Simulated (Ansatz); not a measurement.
# Surface energy of Mo(210) slab (36 atoms)

What is the surface energy of this cell, counted against the bulk crystal, and how far does it hang on functional and mesh?

Calculated with Ansatz 0.2.0: Kohn-Sham DFT, PBE, PAW (set soft_2), plane waves; cutoff 420 eV, fermi-dirac smearing of 0.1 eV. Cutoffs: 420 eV for PBE and PBEsol; 500 eV for r2SCAN.

**The cells**

The cell holds 36 atoms: 36 Mo. Cell: a = 7.066 Å, b = 6.320 Å, c = 27.012 Å, α = 90.0°, β = 90.0°, γ = 90.0°. It derives from Mo. The starting structure: Slab of Mo cut on (2 1 0), 12.0 Å thick, 1 x 2 surface cells, both faces free, 15 Å of vacuum; not relaxed. Lattice constants are starting values near those of PBE. Vacuum lies along c.

The bulk reference is Mo2 in a cell of 2 atoms, 15.777 Å³ an atom.

The input of the single point on the relaxed cell:

```yaml
crystal:
  lattice:
    - [7.06597, 0.0, 0.0]
    - [0.0, 6.32, 0.0]
    - [0.0, 0.0, 27.01216]
  atoms:
    - { symbol: Mo, position: [0.91383, 0.25, 0.28552] }
    - { symbol: Mo, position: [0.19242, 0.0, 0.30545] }
    - { symbol: Mo, position: [0.49173, 0.25, 0.33115] }
    - { symbol: Mo, position: [0.79789, 0.0, 0.35461] }
    [... 30 atom lines left out ...]
    - { symbol: Mo, position: [0.70758, 0.75, 0.69455] }
    - { symbol: Mo, position: [0.98617, 0.5, 0.71448] }
kpoints:
  mp_grid: { grid: [5, 6, 1] }
hamiltonian:
  xc: pbe
scf:
  occupations: { method: fermi_dirac, width: 0.1 }
output:
  forces: true
  populations: true
  dos:
    method: { smearing: { sigma: 0.08 } }
    de: 0.1
    projected: { site_lists: { Mo: [Mo] } }
  eigenvalues: true
  write_density: true
  write_potential: true
  volumetric_format: npy
```

| cell | formula | k-mesh | relaxation steps | gain on relaxing (eV) | free energy, PBE (eV) | time of its runs on this page |
| --- | --- | --- | --- | --- | --- | --- |
| Mo(210) slab | Mo36 | 5×6×1 (relaxed on 3×4×1) | 5 | 1.28 | -178399.817 | 51 s |
| bulk Mo | Mo2 | 17×17×17 | - | - | -9912.065 | 19 s |

**Surface energy**

The excess is the cell's free energy less 18 times that of the bulk cell. It is divided by twice the area, as the cell holds two faces, so the value is their mean, and they need not be alike (44.66 Å²), with 1 eV/Å² = 16.022 J/m².

| level | k-mesh | excess (eV) | surface energy (J/m²) | per area (meV/Å²) |
| --- | --- | --- | --- | --- |
| PBE | 5×6×1 | 17.356 | 3.113 | 194.3 |
| PBE, denser mesh | 7×7×1 | 17.359 | 3.114 | 194.4 |
| r2SCAN | 5×6×1 | 18.654 | 3.346 | 208.9 |
| PBEsol | 5×6×1 | 19.194 | 3.443 | 214.9 |

Worked for the first row at PBE: (-178399.817) − 18 × (-9912.065) = 17.356 eV (from unrounded energies).

Then 17.356 / (2 × 44.66) × 16.022 = 3.113 J/m².

**Findings**

At PBE the surface energy is 3.11 J/m². At the same geometries the levels give 3.11 (PBE) to 3.44 J/m² (PBEsol) and the denser mesh leaves it within 0.01 J/m². Relaxing the atoms lowered it by 0.230 J/m² from the start (on the 3×4×1 mesh of the relaxation), and the farthest atom moved 0.23 Å.

Limits: The cell edges were held, so the lattice is the typed one for every functional. Cell and bulk are sampled on unlike meshes, and the error grows with the number of atoms subtracted. These are free energies under a smearing of 0.1 eV, whose entropy term isn't removed. In some runs the program notes that the exchange-correlation potential is rough where the density is thin.

[Logs are printed without paths, hosts, clocks, repeated set-up lines and the standing remarks that a program may print on its own settings, such as how far it seeks lower states.]

[Hosts, paths, dates, database ids (printed as entryN), source tags and the programs' standing remarks are cut or masked in the printed files.]
